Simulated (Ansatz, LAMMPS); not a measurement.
# Elastic response of glassy 40SiO2-28Al2O3-16Li2O-16SrO (mol %) (85 atoms), part 2 of 3

Aim: relax glassy 40SiO2-28Al2O3-16Li2O-16SrO (mol %) (85 atoms), then change its volume and shape to read moduli from the stress.

Ansatz 0.2.0; Kohn-Sham DFT, PBE, PAW (set soft_2), plane waves.

The cell: 10 Si, 14 Al, 8 Li, 4 Sr and 49 O. The quench rate of 6 K/ps is many orders above laboratory rates. The starting topology of bonds comes from the classical model. The Brillouin zone is sampled at Γ only.

So far. Step 2 (Single point at the start): The r.m.s. force at the start is 0.68 eV/Å. Step 3 (Cell and atoms relaxed): The relaxation converged after 20 steps, with a largest force component of 0.049 eV/Å.

## Step 4: Single point at the relaxed geometry

The electronic structure is read at the final geometry, in a run of its own.

File input.yaml:

```yaml
crystal:
  lattice:
    - [10.24494, 0.31454, 0.06255]
    - [0.31454, 10.84487, -0.08497]
    - [0.06255, -0.08497, 10.32897]
  atoms:
    - { symbol: Si, position: [0.19087, 0.1074, 0.40802] }
    - { symbol: Si, position: [0.45908, 0.38233, 0.6334] }
    - { symbol: Si, position: [0.24266, 0.80147, 0.89499] }
    - { symbol: Si, position: [0.80841, 0.76353, 0.37208] }
    - { symbol: Si, position: [0.60734, 0.19653, 0.80476] }
    - { symbol: Si, position: [0.84534, 0.67008, 0.11886] }
    [... 73 atom lines left out ...]
    - { symbol: O, position: [0.22985, 0.31034, 0.12314] }
    - { symbol: O, position: [0.65632, 0.04025, 0.16871] }
    - { symbol: O, position: [0.74663, 0.12125, 0.76335] }
    - { symbol: O, position: [0.65027, 0.9527, 0.5872] }
    - { symbol: O, position: [0.78331, 0.16601, 0.40188] }
    - { symbol: O, position: [0.14487, 0.51644, 0.46947] }
kpoints:
  mp_grid: { grid: [1, 1, 1] }
hamiltonian:
  xc: pbe
scf:
  occupations: { method: fixed }
output:
  forces: true
  stress: true
  populations: true
  dos:
    method: { smearing: { sigma: 0.1 } }
    de: 0.1
    projected: { site_lists: { Al: [Al], Li: [Li], O: [O], Si: [Si], Sr: [Sr] } }
  eigenvalues: true
  write_density: true
  write_potential: true
  volumetric_format: npy
  elf: true
```

Run with:

```bash
$ ansatz run input.yaml --threads 4 --pin off --max-ram 8192MiB --backend cpu --events-out ev --progress --plain --runs-dir out
```

Numbers of over 12 decimals in the logs are rounded to 6 here.

The log of the run:

```text
[...]
Crystal: 85 atoms, lattice volume = 1146.459 Å³
Basis set: ecut = 420 eV, 22397 PW (Γ), exchange–correlation on 144×150×144 points (8 copies of the dense FFT grid, shifted against one another)
Bands: 305, of which v1, the nominal top of the filled ones, is band 220 counted from 1 (219 counted from 0)
Symmetry: 1 space group operations
[...]
k-points: 1
[...]
SCF iter   1: F=—  HF=-57616.239526 eV  |F-HF|=—  |Δ(HF+E_count)|=         —  Δρ=1.78e-3  dr2=4.65e-2  ethr=1.77e-3  ⟨swp⟩=6.0  Hψ=1226  notcnv=0  defer=80
[...]
SCF iter   9: F=-57616.221237 eV  HF=-57616.221237 eV  |F-HF|=2.66e-8  |Δ(HF+E_count)|=   1.72e-8  Δρ=1.61e-6  dr2=3.68e-8  ethr=2.27e-11  ⟨swp⟩=23.0  Hψ=3152  notcnv=0
SCF 1 converged in 9 iterations: F = -57616.221237 eV  dr2 = 3.68e-8
[...]
WARN: The input density's exchange-correlation potential varies sharply where the density is thin. Do not read a vacuum level from v_tot or v_xc, or from such a field of the output density. On a cell that repeats whose density bears no net charge and no dipole along the vacuum's axis use v_es (v_loc + v_h of the components); [...]
SCF converged after 9 iterations
Free energy (F): -57616.221237 eV
[...]
Internal energy: -57616.221237 eV  (E = F + TS)
E sigma→0 (E₀):  -57616.221237 eV
Fermi energy:    3.624301 eV
[...]
--- Forces (eV/Å), atoms counted from 1 ---
  atom   1  Si    -0.01709726    -0.00980394    -0.00042621
  atom   2  Si     0.01753914     0.01308554    -0.01185965
  atom   3  Si     0.00762036     0.01028778     0.01292017
  atom   4  Si     0.00953377     0.02289327     0.01874751
  atom   5  Si     0.00458830     0.01133356     0.02312519
  atom   6  Si     0.02809630    -0.03693036     0.01903777
  atom   7  Si    -0.00098640    -0.01685649    -0.02094010
  atom   8  Si     0.00838097     0.01293243    -0.02312040
  atom   9  Si    -0.00566156     0.01403089     0.00632988
  atom  10  Si    -0.00413465    -0.01647628     0.00719238
  atom  11  Al     0.00272311    -0.00252148    -0.00486711
  atom  12  Al     0.00372920    -0.00512934    -0.00223042
  atom  13  Al    -0.00388373    -0.00996099    -0.00996092
  atom  14  Al     0.02443135    -0.01463951    -0.00486827
[...]
atom  84  O     -0.00391587     0.00592159     0.00869997
  atom  85  O     -0.00242719     0.00110017    -0.00063889
  max |Σ_I F_I| component: 9.82e-5 eV/Å
--- Stress (GPa, compression-positive) ---
        0.000798       0.022019       0.013972
        0.022016       0.029714      -0.003917
        0.013972      -0.003917      -0.023887
  P = ⅓ Tr σ = 0.0022 GPa (0.022 kbar)
--- Band table (eV) ---
[...]
--- Löwdin populations: 85 sites ---
  site symbol       q [e]
     0     Si      2.3700
     1     Si      2.3306
     2     Si      2.3050
[...]
84      O      6.9415
  spilling = 0.011253 (of n_electrons = 440.000000)
```

Run time: 5.7 s. Hardware: 4 threads of AMD EPYC 9R45, shared host; peak memory 1.4 GiB.

The program notes that the exchange-correlation potential is rough where the density is thin.

Read from the output:

```
free energy                                      : -57616.2212 eV
free energy per atom                             : -677.8379 eV/atom
SCF cycles                                       : 9
pressure                                         : 0.002208 GPa
r.m.s. force component                           : 0.00972 eV/Å
longest force                                    : 0.05335 eV/Å
Fermi energy                                     : 3.624 eV
gap (highest filled to lowest empty level) : 3.584 eV
spilling of the projection                       : 0.01125
```

## Step 5: Volume -3 %

The relaxed cell is scaled evenly and the atoms are relaxed again; the stress at the end gives one point of P(V).

input.yaml, the sections that differ from step 4:

```yaml
crystal:
  lattice:
    - [10.14145, 0.31136, 0.06192]
    - [0.31136, 10.73532, -0.08411]
    - [0.06192, -0.08411, 10.22463]
  atoms:
    [... the 85 atom lines of step 4 ...]
output:
  forces: true
  eigenvalues: true
  stress: true
relax:
  f_tol: 0.05
  max_steps: 70
# kpoints, hamiltonian, scf: as in step 4
```

The log of the run:

```text
Warning: output.stress: scf.convergence.dr2_threshold = 1e-7 eV (the SCF's general default) is looser than the 8.5e-9 eV advised for a printed stress (1e-10 eV for each atom of the cell: 85). What an SCF threshold leaves in a stress goes as its square root, and in the free energy as the threshold itself, and one threshold admits the most on a small cell: [...]
[...]
Crystal: 85 atoms, lattice volume = 1112.066 Å³
Basis set: ecut = 420 eV, 21685 PW (Γ), exchange–correlation on 144×144×144 points (8 copies of the dense FFT grid, shifted against one another)
Bands: 305, of which v1, the nominal top of the filled ones, is band 220 counted from 1 (219 counted from 0)
Symmetry: 1 space group operations
[...]
k-points: 1
[...]
SCF iter   1: F=—  HF=-57615.779704 eV  |F-HF|=—  |Δ(HF+E_count)|=         —  Δρ=1.86e-3  dr2=5.02e-2  ethr=1.77e-3  ⟨swp⟩=6.0  Hψ=1226  notcnv=0  defer=81
[...]
SCF iter   6: F=-57615.759298 eV  HF=-57615.759299 eV  |F-HF|=4.51e-7  |Δ(HF+E_count)|=   6.10e-6  Δρ=2.33e-5  dr2=7.48e-6  ethr=1.42e-8  ⟨swp⟩=19.0  Hψ=2261  notcnv=0
SCF 1 converged in 6 iterations: F = -57615.759298 eV  dr2 = 7.48e-6
[...]
relax step   1: F+E_penalty+E_count = -57615.75929826 eV  Δ(F+E_penalty+E_count) = +0.000e0 eV  max|allowed force component| = 5.126e-1 eV/Å  Δτ_max = 0.0000 Å  (6 SCF iters, dr2 threshold 6.25e-5 eV, accepted)
[...]
relax step   2: F+E_penalty+E_count = -57615.91829437 eV  Δ(F+E_penalty+E_count) = -1.590e-1 eV  max|allowed force component| = 2.994e-1 eV/Å  Δτ_max = 0.0847 Å  (6 SCF iters, dr2 threshold 1.64e-5 eV, accepted)
[...]
relax step   3: F+E_penalty+E_count = -57616.01898750 eV  Δ(F+E_penalty+E_count) = -1.007e-1 eV  max|allowed force component| = 1.744e-1 eV/Å  Δτ_max = 0.0560 Å  (7 SCF iters, dr2 threshold 5.60e-6 eV, accepted)
relax step   4: F+E_penalty+E_count = -57615.94683301 eV  Δ(F+E_penalty+E_count) = +7.215e-2 eV  max|allowed force component| = 4.337e-1 eV/Å  Δτ_max = 0.2000 Å  (7 SCF iters, dr2 threshold 1.03e-5 eV, rejected (line search))
relax step   5: F+E_penalty+E_count = -57616.05287119 eV  Δ(F+E_penalty+E_count) = -3.388e-2 eV  max|allowed force component| = 7.997e-2 eV/Å  Δτ_max = 0.0655 Å  (9 SCF iters, accepted)
relax step   6: F+E_penalty+E_count = -57616.03134353 eV  Δ(F+E_penalty+E_count) = +2.153e-2 eV  max|allowed force component| = 1.929e-1 eV/Å  Δτ_max = 0.1000 Å  (9 SCF iters, rejected (line search))
[...]
relax step   7: F+E_penalty+E_count = -57616.05894775 eV  Δ(F+E_penalty+E_count) = -6.077e-3 eV  max|allowed force component| = 2.412e-2 eV/Å  Δτ_max = 0.0500 Å  (9 SCF iters, accepted)
SCF converged after 9 iterations
Free energy (F): -57616.058948 eV
[...]
Internal energy: -57616.058948 eV  (E = F + TS)
E sigma→0 (E₀):  -57616.058948 eV
Fermi energy:    3.849226 eV
[...]
--- Forces (eV/Å), atoms counted from 1 ---
  atom   1  Si     0.00773377     0.00631780    -0.00209486
  atom   2  Si     0.00883269     0.00396648     0.00358445
  atom   3  Si     0.00428867    -0.00846593    -0.00877635
  atom   4  Si    -0.00142869     0.00022570    -0.00576935
  atom   5  Si     0.00859632     0.01006494    -0.01478215
  atom   6  Si    -0.00494089     0.00992952    -0.00693196
  atom   7  Si     0.00549878    -0.00098813    -0.01843242
  atom   8  Si    -0.02411960     0.01234606    -0.00209352
  atom   9  Si    -0.00531058     0.00095975    -0.00184759
  atom  10  Si    -0.00058707     0.00571657    -0.00864498
  atom  11  Al     0.00069600    -0.00381485     0.00934035
  atom  12  Al     0.00226745    -0.00243274    -0.00281394
  atom  13  Al     0.00081261    -0.00045843     0.00220176
  atom  14  Al    -0.00574819     0.01213649    -0.00614147
[...]
atom  84  O     -0.01369900    -0.00454590    -0.00400679
  atom  85  O     -0.00115303    -0.00533030    -0.00101802
  max |Σ_I F_I| component: 2.05e-4 eV/Å
--- Stress (GPa, compression-positive) ---
        1.240838      -0.119367      -0.204300
       -0.119371       1.684585      -0.212694
       -0.204303      -0.212692       1.659646
  P = ⅓ Tr σ = 1.5284 GPa (15.284 kbar)
--- Band table (eV) ---
[...]
--- Relaxed structure (7 steps of the walk, 5 accepted, 0 SCFs on fresh bases) ---
  F+E_penalty+E_count = -57616.05894775 eV   max|allowed force component| = 2.412e-2 eV/Å
  atoms:
    - { symbol: Si, position: [0.192430, 0.103724, 0.405060] }
    - { symbol: Si, position: [0.454702, 0.384367, 0.632316] }
    - { symbol: Si, position: [0.239016, 0.804870, 0.897103] }
    - { symbol: Si, position: [0.807095, 0.759457, 0.374463] }
[...]
- { symbol: O, position: [0.150682, 0.515997, 0.472498] }
```

Run time: 27 s. Hardware: 4 threads; peak memory 1.4 GiB; 99 s of CPU time.

The program notes that the SCF threshold is loose for the stress.

The relaxation converged after 7 steps, 0.300 eV below its start, with a largest force component of 0.024 eV/Å.

Volume -3 %: the energy stands 0.162 eV above that of the reference, at a pressure of 1.53 GPa.

## Step 6: Volume +3 %

The relaxed cell is scaled to another volume.

Input and log are left out; they have the form of those shown for this kind of step.

Run time: 33 s. Hardware: 4 threads of AMD EPYC 9R45, shared host; peak memory 1.5 GiB; 2 min of CPU time.

The relaxation converged after 8 steps, 0.288 eV below its start, with a largest force component of 0.048 eV/Å.

Volume +3 %: the energy stands 0.119 eV above that of the reference, at a pressure of -1.17 GPa.

## Step 7: Volume -6 %

The relaxed cell is scaled to another volume.

Input and log are left out; they have the form of those shown for this kind of step.

Run time: 31 s. Hardware: 4 threads of AMD EPYC 9R45, shared host; peak memory 1.4 GiB; 1.8 min of CPU time.

The relaxation converged after 8 steps, 1.26 eV below its start, with a largest force component of 0.035 eV/Å.

Volume -6 %: the energy stands 0.662 eV above that of the reference, at a pressure of 3.26 GPa.

## Step 8: Volume +6 %

The relaxed cell is scaled to another volume.

input.yaml, the sections that differ from step 5:

```yaml
crystal:
  lattice:
    - [10.44587, 0.32071, 0.06378]
    - [0.32071, 11.05757, -0.08664]
    - [0.06378, -0.08664, 10.53155]
  atoms:
    [... the 85 atom lines of step 4 ...]
# kpoints, hamiltonian, scf, output, relax: as in step 5
```

The log of the run:

```text
[...]
Crystal: 85 atoms, lattice volume = 1215.246 Å³
Basis set: ecut = 420 eV, 23777 PW (Γ), exchange–correlation on 144×150×144 points (8 copies of the dense FFT grid, shifted against one another)
Bands: 305, of which v1, the nominal top of the filled ones, is band 220 counted from 1 (219 counted from 0)
Symmetry: 1 space group operations
[...]
k-points: 1
[...]
SCF iter   1: F=—  HF=-57614.635830 eV  |F-HF|=—  |Δ(HF+E_count)|=         —  Δρ=1.78e-3  dr2=4.60e-2  ethr=1.77e-3  ⟨swp⟩=5.0  Hψ=1109  notcnv=0  defer=80
[...]
SCF iter   5: F=—  HF=-57614.660491 eV  |F-HF|=—  |Δ(HF+E_count)|=   3.29e-5  Δρ=9.81e-5  dr2=1.14e-4  ethr=8.89e-8  ⟨swp⟩=2.0  Hψ=437  notcnv=0  defer=83
SCF iter   6: F=-57614.660499 eV  HF=-57614.660494 eV  |F-HF|=4.47e-6  |Δ(HF+E_count)|=   3.49e-6  Δρ=3.18e-5  dr2=1.44e-5  ethr=1.42e-8  ⟨swp⟩=19.0  Hψ=2233  notcnv=0
SCF 1 converged in 6 iterations: F = -57614.660499 eV  dr2 = 1.44e-5
[...]
relax step   1: F+E_penalty+E_count = -57614.66049868 eV  Δ(F+E_penalty+E_count) = +0.000e0 eV  max|allowed force component| = 8.182e-1 eV/Å  Δτ_max = 0.0000 Å  (6 SCF iters, dr2 threshold 6.25e-5 eV, accepted)
[...]
relax step   2: F+E_penalty+E_count = -57615.20869011 eV  Δ(F+E_penalty+E_count) = -5.482e-1 eV  max|allowed force component| = 5.318e-1 eV/Å  Δτ_max = 0.1596 Å  (7 SCF iters, dr2 threshold 4.18e-5 eV, accepted)
[...]
relax step   3: F+E_penalty+E_count = -57615.54977514 eV  Δ(F+E_penalty+E_count) = -3.411e-1 eV  max|allowed force component| = 3.348e-1 eV/Å  Δτ_max = 0.0926 Å  (7 SCF iters, dr2 threshold 1.77e-5 eV, accepted)
relax step   4: F+E_penalty+E_count = -57615.63787990 eV  Δ(F+E_penalty+E_count) = -8.810e-2 eV  max|allowed force component| = 3.950e-1 eV/Å  Δτ_max = 0.2000 Å  (6 SCF iters, dr2 threshold 4.44e-5 eV, accepted)
relax step   5: F+E_penalty+E_count = -57615.68529544 eV  Δ(F+E_penalty+E_count) = -4.742e-2 eV  max|allowed force component| = 1.683e-1 eV/Å  Δτ_max = 0.0626 Å  (5 SCF iters, dr2 threshold 6.18e-5 eV, accepted)
relax step   6: F+E_penalty+E_count = -57615.72846425 eV  Δ(F+E_penalty+E_count) = -4.317e-2 eV  max|allowed force component| = 1.425e-1 eV/Å  Δτ_max = 0.2000 Å  (7 SCF iters, dr2 threshold 5.14e-6 eV, accepted)
relax step   7: F+E_penalty+E_count = -57615.75199622 eV  Δ(F+E_penalty+E_count) = -2.353e-2 eV  max|allowed force component| = 1.315e-1 eV/Å  Δτ_max = 0.1795 Å  (7 SCF iters, dr2 threshold 3.68e-6 eV, accepted)
relax step   8: F+E_penalty+E_count = -57615.76675240 eV  Δ(F+E_penalty+E_count) = -1.476e-2 eV  max|allowed force component| = 1.652e-1 eV/Å  Δτ_max = 0.0778 Å  (6 SCF iters, dr2 threshold 1.24e-5 eV, accepted)
relax step   9: F+E_penalty+E_count = -57615.79443357 eV  Δ(F+E_penalty+E_count) = -2.768e-2 eV  max|allowed force component| = 7.249e-2 eV/Å  Δτ_max = 0.2000 Å  (7 SCF iters, dr2 threshold 2.33e-5 eV, accepted)
relax step  10: F+E_penalty+E_count = -57615.80047197 eV  Δ(F+E_penalty+E_count) = -6.038e-3 eV  max|allowed force component| = 7.798e-2 eV/Å  Δτ_max = 0.0695 Å  (9 SCF iters, accepted)
relax step  11: F+E_penalty+E_count = -57615.80445563 eV  Δ(F+E_penalty+E_count) = -3.984e-3 eV  max|allowed force component| = 1.016e-1 eV/Å  Δτ_max = 0.0443 Å  (8 SCF iters, accepted)
relax step  12: F+E_penalty+E_count = -57615.80520131 eV  Δ(F+E_penalty+E_count) = -7.457e-4 eV  max|allowed force component| = 1.132e-1 eV/Å  Δτ_max = 0.2000 Å  (7 SCF iters, dr2 threshold 1.03e-5 eV, accepted)
relax step  13: F+E_penalty+E_count = -57615.81395402 eV  Δ(F+E_penalty+E_count) = -8.753e-3 eV  max|allowed force component| = 6.110e-2 eV/Å  Δτ_max = 0.0953 Å  (6 SCF iters, dr2 threshold 1.28e-5 eV, accepted)
relax step  14: F+E_penalty+E_count = -57615.80990077 eV  Δ(F+E_penalty+E_count) = +4.053e-3 eV  max|allowed force component| = 1.065e-1 eV/Å  Δτ_max = 0.0702 Å  (9 SCF iters, rejected (line search))
[...]
relax step  15: F+E_penalty+E_count = -57615.81587570 eV  Δ(F+E_penalty+E_count) = -1.922e-3 eV  max|allowed force component| = 2.397e-2 eV/Å  Δτ_max = 0.0170 Å  (8 SCF iters, accepted)
SCF converged after 8 iterations
Free energy (F): -57615.815876 eV
[...]
Internal energy: -57615.815876 eV  (E = F + TS)
E sigma→0 (E₀):  -57615.815876 eV
Fermi energy:    3.244340 eV
[...]
Σ components = -57615.815876   (vs F -57615.815876, Δ=0.00e0)
--- Forces (eV/Å), atoms counted from 1 ---
  atom   1  Si     0.02141455    -0.00190195     0.01853981
  atom   2  Si     0.00707580     0.01105928     0.00525627
  atom   3  Si    -0.00159852    -0.01846604     0.00878008
  atom   4  Si     0.00308671     0.00128912     0.00903161
[...]
atom  85  O      0.00157962     0.00113356     0.00219358
  max |Σ_I F_I| component: 1.96e-4 eV/Å
--- Stress (GPa, compression-positive) ---
       -1.330853       0.657915       0.663461
        0.657913      -2.026167       0.480286
        0.663458       0.480284      -2.550502
  P = ⅓ Tr σ = -1.9692 GPa (-19.692 kbar)
--- Band table (eV) ---
[...]
--- Relaxed structure (15 steps of the walk, 14 accepted, 0 SCFs on fresh bases) ---
  F+E_penalty+E_count = -57615.81587570 eV   max|allowed force component| = 2.397e-2 eV/Å
  atoms:
    - { symbol: Si, position: [0.191950, 0.116545, 0.421306] }
    - { symbol: Si, position: [0.468376, 0.380742, 0.632335] }
    - { symbol: Si, position: [0.247765, 0.789061, 0.885061] }
    - { symbol: Si, position: [0.811024, 0.773627, 0.368307] }
[...]
- { symbol: O, position: [0.135811, 0.521123, 0.461034] }
```

The job ended after 63 s (4 threads; peak memory 1.5 GiB; 3.8 min of CPU time).

The relaxation converged after 15 steps, 1.16 eV below its start, with a largest force component of 0.024 eV/Å.

Volume +6 %: the energy stands 0.405 eV above that of the reference, at a pressure of -1.97 GPa.

## Step 9: Volume -10 %

The relaxed cell is scaled to another volume.

Input and log are left out; they have the form of those shown for this kind of step.

Elapsed: 52 s, on 4 threads of AMD EPYC 9R45, shared host; peak memory 1.4 GiB.

The relaxation converged after 14 steps, 3.83 eV below its start, with a largest force component of 0.013 eV/Å.

Volume -10 %: the energy stands 1.92 eV above that of the reference, at a pressure of 5.75 GPa.

(Part 2 of 3 ends here.)

[Logs are printed without paths, hosts, clocks, repeated set-up lines and the standing remarks that a program may print on its own settings, such as how far it seeks lower states.]

[Hosts, paths, dates, database ids (printed as entryN), source tags and the programs' standing remarks are cut or masked in the printed files.]
